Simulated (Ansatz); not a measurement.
# Optical response of W

What colour and refractive index does W have at this level of theory?

Main program and level: Ansatz 0.2.0; DFT, PBE, plane-wave PAW, default files, scalar-relativistic, independent-particle optical response without local fields.

## Step 1: Starting point

The structure is cubic, space group Im-3m (No. 229). The conventional cell has a = 3.165 Å, b = 3.165 Å, c = 3.165 Å, α = 90.00°, β = 90.00°, γ = 90.00°. Nearest to W lie 8 W at 2.74 Å.

## Step 2: Ground state and bands

First the ground state: is it a metal or has it a gap?

This step: DFT, PBE, plane-wave PAW, default files, scalar-relativistic, ground state (Ansatz 0.2.0).

input.yaml reads:

```yaml
crystal:
  lattice:
    - [-1.582345, 1.582345, 1.582345]
    - [1.582345, -1.582345, 1.582345]
    - [1.582345, 1.582345, -1.582345]
  atoms:
    - { symbol: W, position: [0.0, 0.0, 0.0] }
kpoints:
  mp_grid: { grid: [11, 11, 11] }
  band_path:
    path:
      - [[0.0, 0.0, 0.0], [0.5, -0.5, 0.5], [0.0, 0.0, 0.5], [0.0, 0.0, 0.0], [0.25, 0.25, 0.25], [0.5, -0.5, 0.5]]
      - [[0.25, 0.25, 0.25], [0.0, 0.0, 0.5]]
    npoints: 8
scf:
  occupations: { method: fermi_dirac, width: 0.05 }
  n_extra_bands: 6
hamiltonian:
  xc: pbe
  pseudopotentials: { kind: paw }
output:
  forces: true
  stress: true
  populations: true
  write_bands: true
```

The run is started by

```
> ansatz run input.yaml --threads 4 --pin off --max-ram 8192MiB --backend cpu --events-out ev --progress --plain --runs-dir out
```

Numbers of over 12 decimals in the logs are rounded to 6 here.

What it wrote:

```text
scf.n_extra_bands = 6 over 7 filled bands (N_el = 14.0): the run solves 13 bands
Engine: ansatz 0.2.0, x86_64-unknown-linux-gnu
Pseudopotentials: kind: paw
Pseudopotential: W, paw, valence charge 14, recommended cutoff 420 eV (normal), W.paw.azcp
Functional definition: PBE
  parameter kappa = 0.804
  parameter beta = 0.066725
  exchange = pbe_x(kappa = kappa, mu = beta*pi^2/3)
  correlation = pbe_c(beta = beta)
Crystal: 1 atoms, lattice volume = 15.848 Å³
Basis set: ecut = 420 eV, 321 PW (Γ), exchange–correlation on 40×40×40 points (8 copies of the dense FFT grid, shifted against one another)
Bands: 13, of which v1, the nominal top of the filled ones, is band 7 counted from 1 (6 counted from 0)
Symmetry: 48 space group operations
Space group: Im-3m (ITA 229), of the structure as read, at distance tolerance 2.5e-5 Å
k-points: 56 of 1331
Non-local potential: W, projectors of the file, l = 0: 3, l = 1: 2, l = 2: 2, l = 3: 1
PAW form: soft (Blöchl's): semilocal exchange-correlation on the pseudo side does not see the compensation charge
PAW one-centre angular grid: W, 590 points (default); XC on 64 Gauss nodes
Initial density: superposition of atomic densities (neutral atoms: chi_scale 0, normalization atom), corrected by the library's trained network
Initial wavefunctions: pseudopotential atomic-orbital guess
Functional: x = pbe(κ = 0.804, μ = 0.219515), c = pbe(β = 0.066725)
SCF iter   1: F=—  HF=-10384.799747 eV  |F-HF|=—  |Δ(HF+E_count)|=         —  Δρ=1.93e-3  dr2=2.62e-4  ethr=1.77e-3  ⟨swp⟩=5.1  Hψ=3745  notcnv=0  defer=9
preconditioner: auto → none  [metal: Δε(μ)=0.039 eV  Ē_g=12.504 eV  σ=0.050 eV  W_gap=0.19  n_scr=0 (ndim 8)  ℏωp=22.8 eV  f_vac=0.000  D(μ)=0.82/eV (n_scr^D=12)]
SCF iter   2: F=—  HF=-10384.799377 eV  |F-HF|=—  |Δ(HF+E_count)|=   3.69e-4  Δρ=8.30e-4  dr2=1.82e-5  ethr=1.87e-6  ⟨swp⟩=2.4  Hψ=1481  notcnv=0  defer=22
SCF iter   3: F=—  HF=-10384.799404 eV  |F-HF|=—  |Δ(HF+E_count)|=   2.64e-5  Δρ=3.37e-4  dr2=2.88e-6  ethr=1.30e-7  ⟨swp⟩=1.3  Hψ=716  notcnv=0  defer=22
iter 4 did not close the SCF: its close was put off for the readings that it lacked (scf_convergence_deferred on its scf_iter line)
SCF iter   4: F=-10384.799410 eV  HF=-10384.799410 eV  |F-HF|=5.21e-9  |Δ(HF+E_count)|=   5.73e-6  Δρ=1.58e-5  dr2=1.32e-8  ethr=2.06e-8  ⟨swp⟩=2.2  Hψ=880  notcnv=0  defer=22
iter 5 did not close the SCF: its close was put off for the readings that it lacked (scf_convergence_deferred on its scf_iter line)
SCF iter   5: F=-10384.799410 eV  HF=-10384.799410 eV  |F-HF|=3.64e-11  |Δ(HF+E_count)|=   6.13e-9  Δρ=9.54e-7  dr2=7.40e-11  ethr=9.42e-11  ⟨swp⟩=2.0  Hψ=975  notcnv=0  defer=22
SCF iter   6: F=-10384.799410 eV  HF=-10384.799410 eV  |F-HF|=3.64e-12  |Δ(HF+E_count)|=  9.09e-12  Δρ=1.78e-7  dr2=1.57e-12  ethr=1.00e-12  ⟨swp⟩=3.8  Hψ=2660  notcnv=0
SCF 1 converged in 6 iterations: F = -10384.799410 eV  dr2 = 1.57e-12
  greatest PAW one-centre occupation: 1.000 electrons in one spin orbital (limit 2), on the W atom at site 0 (counted from 0), in its partial waves of l = 0
NSCF: frozen V_eff on 50 k-points
SCF converged after 6 iterations
Free energy (F): -10384.799410 eV
Harris-Foulkes:  -10384.799410 eV  (|F-HF|=3.64e-12)
Internal energy: -10384.792926 eV  (E = F + TS)
E sigma→0 (E₀):  -10384.796168 eV
Entropy (-TS):   -0.006484 eV (-6.484 meV/atom)
Fermi energy:    22.631665 eV
--- Per-component energies (eV) ---
  E_band       = -81.204711
  E_kinetic    = 450.451149
  E_local      = -598.439783  (includes V_loc(G=0)·N_el)
  E_nonlocal   = 0.371102
  E_hartree    = 215.217499
  E_xc         = -267.149926
  E_vxc        = -239.067124  (∫ρ·V_xc dr)
  E_paw        = -8562.474233  (= ΣΔE_a)
  E_vpaw       = -124.954985  (= ΣTr[D̂ρ^β])
  E_aug_tail   = -0.000058  (compensation charges beyond the density's cutoff)
  E_ewald      = -1622.768677
  E_smearing   = -0.006484  (= −TS)
  E_closure    = -0.000000  (closes the sum)
  Σ components = -10384.799410   (vs F -10384.799410, Δ=0.00e0)
--- Forces (eV/Å), atoms counted from 1 ---
  atom   1  W     -0.00000000     0.00000000     0.00000000
  max |Σ_I F_I| component: 2.38e-31 eV/Å
--- Stress (GPa, compression-positive) ---
        5.907639       0.000000      -0.000000
        0.000000       5.907639       0.000000
        0.000000       0.000000       5.907639
  P = ⅓ Tr σ = 5.9076 GPa (59.076 kbar)
--- Band table (eV; the first three rows and the last of 56) ---
  k-point 0: bands = [... 3 lower, -15.0713, 12.9979, 21.3930, 21.3930, 21.3930, 24.8828, 24.8828, 37.1406, ... 2 higher]
  k-point 1: bands = [... 3 lower, -15.0718, 13.3936, 21.1568, 21.3296, 21.7798, 24.5365, 24.8891, 37.4608, ... 2 higher]
  k-point 2: bands = [... 3 lower, -15.0733, 14.4525, 20.5803, 21.0213, 22.9050, 24.1610, 24.9513, 37.8905, ... 2 higher]
  k-point 55: bands = [... 3 lower, -15.9578, 16.8937, 16.9499, 26.9419, 26.9419, 27.5939, 30.2159, 31.9480, ... 2 higher]
--- Löwdin populations: 1 site ---
  site symbol       q [e]
     0      W     13.8584
  spilling = 0.010115 (of n_electrons = 14.000000)
```

Wall time 6.6 s (4 threads of Intel Xeon Platinum 8488C (Sapphire Rapids), shared host); peak memory 0.4 GiB.

Read-outs, printed or worked out from the files:

| Property | Result |
| --- | --- |
| free energy | -10384.7994 eV |
| Fermi energy | 22.63 eV |
| electrons | 14 |
| symmetry operations | 48 |
| pressure | 5.908 GPa |
| volume | 15.85 Å³ |
| gap on the path | 0 eV |

There are states at the Fermi level within the smearing, so the occupations stay smeared and the carriers get a Drude term. The cell is left with a pressure of 5.9 GPa, as it stands unrelaxed at this level.

The electronic bands at the labelled points (eV, zero at the Fermi level; # counts the bands kept):

```
    point     #1     #2     #3     #4    #5    #6     #7
        Γ  -9.63  -1.24  -1.24  -1.24  2.25  2.25  14.51
  halfway  -5.21  -2.82  -0.53  -0.53  1.36  3.50  14.46
        H  -5.84  -5.84   5.16   5.16  5.16  8.25   8.25
  halfway  -4.84  -3.69  -0.69   0.12  5.64  7.26  10.17
        N  -6.28  -3.58   0.69   2.15  3.13  6.16  11.09
  halfway  -7.22  -2.55  -1.86   1.54  1.63  2.45  14.73
        Γ  -9.63  -1.24  -1.24  -1.24  2.25  2.25  14.51
  halfway  -6.05  -2.94  -2.94   2.32  2.32  3.81  15.92
        P  -2.97  -2.97  -2.97   3.30  3.30  6.64  12.24
  halfway  -3.48  -3.48  -3.35   2.84  2.84  8.87  11.32
        H  -5.84  -5.84   5.16   5.16  5.16  8.25   8.25
jump to P  -2.97  -2.97  -2.97   3.30  3.30  6.64  12.24
  halfway  -4.87  -3.61  -1.06   2.67  3.21  8.61   8.87
        N  -6.28  -3.58   0.69   2.15  3.13  6.16  11.09
```

The electronic bands as a text plot (rows in eV, shown from -8.0 to 8.0 only):

```
    7.7 |               *                         **          *
    7.0 |          *     *                     * *         **  *
    6.3 |                 * **              *   *               *
    5.7 |               ****  *
    5.0 |        *******   *                             **
    4.3 |             *        *
    3.7 |    *******        *              *            **
    3.0 |  **                ****           ************   ******
    2.3 |**     *      *     *********** ***                  ***
    1.7 | *   ** **         *   ****    ***
    1.0 |               *  * *                          *
    0.3 |  ***  *        **   *   *     *                      **
   -0.3 |  ** **            *      *                          *
   -1.0 |*****           * *   *    ****
   -1.7 |                 *     ****** **             **     *
   -2.3 |                 *      **      **       **       **
   -3.0 |     **           *   **          **  ***  *      *
   -3.7 |                *  ***              **  *   *      *****
   -4.3 |       *       *                   *     *** **     *
   -5.0 |     ** **    ****                             *
   -5.7 |          *****   *                             **   **
   -6.3 |                   *****          *                    *
   -7.0 |    *                   *
   -7.7 |                                **
         Γ           H       N        Γ         P        H|P    N
```

## Step 3: Spectrum

With the density converged, the vertical transitions are summed over the zone.

This step: DFT, PBE, plane-wave PAW, default files, scalar-relativistic, independent-particle optical response without local fields (Ansatz 0.2.0).

input.yaml, the sections that differ from step 2:

```yaml
kpoints:
  mp_grid: { grid: [14, 14, 14] }
scf:
  occupations: { method: fermi_dirac, width: 0.05 }
output:
  optics:
    e_range: [0, 14]
    de: 0.05
    sigma: 0.1
    drude_damping: 0.05
    nscf_kmesh: { grid: [20, 20, 20] }
    bands: { spectra_wanted_up_to: 14 }
# crystal, hamiltonian: as in step 2
```

What it wrote:

```text
[...]
Crystal: 1 atoms, lattice volume = 15.848 Å³
Basis set: ecut = 420 eV, 321 PW (Γ)
Bands: 11, of which v1, the nominal top of the filled ones, is band 7 counted from 1 (6 counted from 0)
Symmetry: 48 space group operations
[...]
k-points: 104 of 2744
[...]
SCF iter   1: F=—  HF=-10384.812916 eV  |F-HF|=—  |Δ(HF+E_count)|=         —  Δρ=1.81e-3  dr2=1.79e-4  ethr=1.77e-3  ⟨swp⟩=5.1  Hψ=6077  notcnv=0
[...]
SCF iter   8: F=-10384.812645 eV  HF=-10384.812645 eV  |F-HF|=0.00e0  |Δ(HF+E_count)|=  2.24e-10  Δρ=1.27e-7  dr2=2.13e-12  ethr=1.00e-12  ⟨swp⟩=1.5  Hψ=3461  notcnv=0
SCF 1 converged in 8 iterations: F = -10384.812645 eV  dr2 = 2.13e-12
[...]
NSCF: frozen V_eff on 256 k-points
output.optics: what the bands over the 17 summed would add to eps1, eps2 and the energy-loss function is held between a lower and an upper bound (5 Lanczos steps). eps1, eps2 and their loss function (loss_summed_bands) are given on every row as the summed bands alone make them. Along an axis, on a row where the two bounds hold the loss function to about 1 % of the greater of itself and 0.5 % of |1/eps|, its cell (loss_completed) is given, with the completed eps1 and eps2 that it is formed of (a cell that is left empty reads nan in the table and null in the record). The two bounds hold it so along every axis on all 280 rows up to 14.000 eV. [rest of the remark cut]
SCF converged after 8 iterations
Free energy (F): -10384.812645 eV
[...]
Internal energy: -10384.806317 eV  (E = F + TS)
E sigma→0 (E₀):  -10384.809481 eV
Entropy (-TS):   -0.006328 eV (-6.328 meV/atom)
Fermi energy:    22.724214 eV
[...]
--- Band table (eV; the first three rows and the last of 104) ---
  k-point 0: bands = [... 3 lower, -15.0880, 12.9975, 21.3830, 21.3830, 21.3830, 24.8748, 24.8748, 37.1420]
  k-point 1: bands = [... 3 lower, -15.0883, 13.2441, 21.2342, 21.3480, 21.6224, 24.6430, 24.8777, 37.3482]
  k-point 2: bands = [... 3 lower, -15.0893, 13.9369, 20.8432, 21.1791, 22.3274, 24.2532, 24.9046, 37.7827]
  k-point 103: bands = [... 3 lower, -15.9926, 16.7859, 16.7859, 27.7814, 27.7814, 27.7814, 30.8754, 30.8754]
```

Elapsed: 8.8 s, on 4 threads; peak memory 1.2 GiB.

This step gave:

```
main peak of the optical conductivity above 1 eV, first axis : 5.213 eV
Drude plasma energy, first axis                              : 7.703 eV
bands summed                                                 : 17
spectra valid up to                                          : 26.69 eV
program's estimate of the k-sum error in Im epsilon          : 0.17 %
electrons in the f-sum                                       : 12.26
```

The Im ε, any direction has structure finer than the step of the table below, so its rows give means over 0.5 eV, whole bins alone (the curve runs from 0.3 to 14 eV). Peaks (eV: height): 2.10: 28.3, 5.20: 32.2.

Table of Im ε, any direction by photon energy; means over each step:

```
photon energy (eV)  Im ε, any direction
               1.0                 24.0
               1.5                 21.2
               2.0                 27.3
               2.5                 23.9
               3.0                 21.9
               3.5                 20.9
               4.0                 18.5
               4.5                 19.0
               5.0                 26.4
               5.5                 23.2
               6.0                 12.3
               6.5                 7.98
               7.0                 5.56
               7.5                 4.08
               8.0                 3.21
               8.5                 3.40
               9.0                 3.15
               9.5                 3.66
              10.0                 4.27
              10.5                 4.50
              11.0                 4.08
              11.5                 3.59
              12.0                 3.06
              12.5                 2.92
              13.0                 2.58
              13.5                 2.07
```

Re ε, any direction against photon energy:

```
photon energy (eV)  Re ε, any direction
               0.5                 -184
               1.0                -34.4
               1.5                 1.92
               2.0                 5.93
               2.5                 1.46
               3.0                 4.97
               3.5                 1.77
               4.0                 1.94
               4.5                 3.38
               5.0                 4.20
               5.5                -13.8
               6.0                -12.8
               6.5                -10.3
               7.0                -7.58
               7.5                -5.75
               8.0                -4.13
               8.5                -2.86
               9.0                -2.04
               9.5               -0.980
              10.0               -0.966
              10.5                -1.63
              11.0                -2.02
              11.5                -2.02
              12.0                -2.01
              12.5                -1.64
              13.0                -1.78
              13.5                -1.60
              14.0                -1.13
```

Table of refractive index n and extinction k by photon energy:

```
photon energy (eV)      n     k
               0.5   1.73  13.7
               1.0   1.85  6.15
               1.5   3.38  3.08
               2.0   4.16  3.37
               2.5   3.57  3.35
               3.0   3.69  2.94
               3.5   3.36  3.08
               4.0   3.18  2.86
               4.5   3.36  2.81
               5.0   3.91  3.32
               5.5   2.56  4.50
               6.0   1.54  3.90
               6.5   1.16  3.41
               7.0  0.968  2.92
               7.5  0.828  2.54
               8.0  0.707  2.15
               8.5  0.900  1.91
               9.0  0.920  1.70
               9.5   1.23  1.58
              10.0   1.30  1.63
              10.5   1.26  1.79
              11.0   1.13  1.82
              11.5   1.03  1.75
              12.0  0.913  1.69
              12.5  0.944  1.59
              13.0  0.823  1.57
              13.5  0.710  1.45
              14.0  0.709  1.28
```

Values under 1 per cm are given as 1. Absorption coefficient, any direction against photon energy:

```
photon energy (eV)  absorption coefficient, any direction (1/cm)
             0.500                                         6.9e5
             1.000                                         6.2e5
             1.500                                         4.7e5
             2.000                                         6.8e5
             2.500                                         8.5e5
             3.000                                         8.9e5
             3.500                                         1.1e6
             4.000                                         1.2e6
             4.500                                         1.3e6
             5.000                                         1.7e6
             5.500                                         2.5e6
             6.000                                         2.4e6
             6.500                                         2.2e6
             7.000                                         2.1e6
             7.500                                         1.9e6
             8.000                                         1.7e6
             8.500                                         1.6e6
             9.000                                         1.6e6
             9.500                                         1.5e6
            10.000                                         1.7e6
            10.500                                         1.9e6
            11.000                                         2.0e6
            11.500                                         2.0e6
            12.000                                         2.1e6
            12.500                                         2.0e6
            13.000                                         2.1e6
            13.500                                         2.0e6
            14.000                                         1.8e6
```

The loss function −Im 1/ε at q → 0, any direction has structure finer than the step of the table below, so its rows give means over 0.5 eV, whole bins alone (the curve runs from 0.3 to 14 eV). Peaks (eV: height): 9.35: 0.279.

Table of loss function −Im 1/ε at q → 0, any direction by energy loss; means over each step:

```
energy loss (eV)  loss function −Im 1/ε at q → 0, any direction
             1.0                                         0.0165
             1.5                                         0.0449
             2.0                                         0.0352
             2.5                                         0.0418
             3.0                                         0.0442
             3.5                                         0.0476
             4.0                                         0.0535
             4.5                                         0.0509
             5.0                                         0.0375
             5.5                                         0.0321
             6.0                                         0.0392
             6.5                                         0.0482
             7.0                                         0.0602
             7.5                                         0.0797
             8.0                                          0.121
             8.5                                          0.172
             9.0                                          0.225
             9.5                                          0.253
            10.0                                          0.222
            10.5                                          0.197
            11.0                                          0.199
            11.5                                          0.212
            12.0                                          0.233
            12.5                                          0.260
            13.0                                          0.263
            13.5                                          0.308
```

From ε follow the optical constants at some laser and lamp lines:

```
wavelength (nm)     n      k  R (%)     1/α
           1550  1.91  8.259   90.0   15 nm
           1064  2.03  4.694   73.9   18 nm
            532  3.77  3.467   56.6   12 nm
            405  3.72  3.015   52.6   11 nm
            365  3.41  3.131   53.4  9.3 nm
            248  3.91  3.323   55.5  5.9 nm
            193  1.23  3.467   71.0  4.4 nm
```

A polished face would reflect 56 % of daylight and look light grey (CIE x = 0.317, y = 0.338 under D65).

## Step 4: Summary of results

* gap on the path: 0 eV
* main peak of the optical conductivity above 1 eV, first axis: 5.21 eV
* Drude plasma energy, first axis: 7.70 eV

At this level (PBE, independent particles) W is a metal with a Drude plasma energy of 7.7 eV; it reflects 57 % at 550 nm. Along x the bare Drude plasma energy is 7.7 eV; Re ε first rises through zero at 1.45 eV, far lower, because interband transitions screen the carriers. Im ε is 20 there, so the loss peak at that energy is weak. A polished face would reflect 56 % of daylight and look light grey (CIE x = 0.317, y = 0.338 under D65). In the base run ε includes the program's bounded estimate of what the bands above those summed add. The carriers' damping of 0.05 eV is typed, not computed; at 0.8 eV the carriers give 18 % of Im ε along the first axis; the rest comes from the sum over bands, which at low energy also holds close bands and the noise of the mesh. Spin-orbit coupling is left out although heavy atoms are present. The Fermi-Dirac width of 0.05 eV acts as an electron temperature of 580 K in the carriers' term.

[Logs are printed without paths, hosts, clocks, repeated set-up lines and the standing remarks that a program may print on its own settings, such as how far it seeks lower states.]

[Hosts, paths, dates, database ids (printed as entryN), source tags and the programs' standing remarks are cut or masked in the printed files.]
